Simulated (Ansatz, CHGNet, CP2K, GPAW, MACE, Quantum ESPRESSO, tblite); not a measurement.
**A faulty Quantum ESPRESSO run on generalised stacking fault on (111) (glide set) of a Ge-Sn solid solution (48 atoms)**

Program: Quantum ESPRESSO 7.5, a calculation on a cell of 34 Ge and 14 Sn, 25.7 Å³ an atom.

File pw.in:

```
&control
  calculation = 'scf'
  pseudo_dir = './pseudo'
  outdir = './tmp'
  disk_io = 'none'
  tprnfor = .true.
  tstress = .true.
/
&system
  ibrav = 0
  nat = 48
  ntyp = 2
  ecutwfc = 45
  ecutrho = 360
  nosym = .true.
  occupations = 'smearing'
  smearing = 'fd'
  degauss = 0.003675
  nbnd = 134
/
&electrons
  conv_thr = 2.4e-07
  electron_maxstep = 50
  mixing_beta = 0.2
  mixing_mode = 'local-TF'
  diagonalization = 'david'
/
ATOMIC_SPECIES
Ge 72.630 Ge.upf
Sn 118.710 Sn.upf
CELL_PARAMETERS angstrom
8.33424 0.00000 0.00000
0.00000 7.21767 0.00000
3.81983 0.00000 20.51464
ATOMIC_POSITIONS crystal
Ge 0.74516 0.49568 0.01917
Sn 0.68864 0.48956 0.14284
Sn 0.67192 0.83871 0.18770
Ge 0.60477 0.82498 0.31330
Sn 0.24204 0.49509 0.01690
Ge 0.19276 0.49865 0.14339
Ge 0.15668 0.81722 0.18958
Ge 0.09730 0.83135 0.31063
Ge 0.49437 0.00459 0.01914
Ge 0.44425 0.99305 0.14469
[... 34 atom lines left out ...]
Sn 0.61222 0.66479 0.84978
Ge 0.55324 0.67158 0.97503
Ge 0.85299 0.16767 0.84989
Ge 0.80666 0.16711 0.97503
K_POINTS gamma
```

Launch:

```bash
OMP_NUM_THREADS=1 mpirun -np 4 pw.x -in pw.in > output.txt
```

The program printed:

```text
Program PWSCF
     gamma-point specific algorithms are used
 %%%%%%%%%%%%%%%%%%%%%%%%%%%%%%%%%%%%%%%%%%%%%%%%%%%%%%%%%%%%%%%%%%%%%%%%%%%%%%
     Error in routine setup (1):
     too few bands
 %%%%%%%%%%%%%%%%%%%%%%%%%%%%%%%%%%%%%%%%%%%%%%%%%%%%%%%%%%%%%%%%%%%%%%%%%%%%%%
```

Wall time 0.59 s (4 MPI ranks of Arm Neoverse V2, shared host); peak memory 0.45 GiB; 1.7 s of CPU time.

Banners, paths, timers and routine set-up lines are dropped from the logs unmarked, and long logs keep their key lines alone; longer cuts are marked.

**Question.** Which part of the input is at fault, and how is it mended?

Too few bands: bands 134. Mend: ask for at least half as many bands as electrons, and some more for the smearing.

The program stopped at the start.

[Also dropped from logs without a mark: logging warnings of Python, and SIESTA's first energy breakdown and zero terms.]

[Logs are printed without paths, hosts, clocks, repeated set-up lines and the standing remarks that a program may print on its own settings, such as how far it seeks lower states.]

[Hosts, paths, dates, database ids (printed as entryN), source tags and the programs' standing remarks are cut or masked in the printed files.]
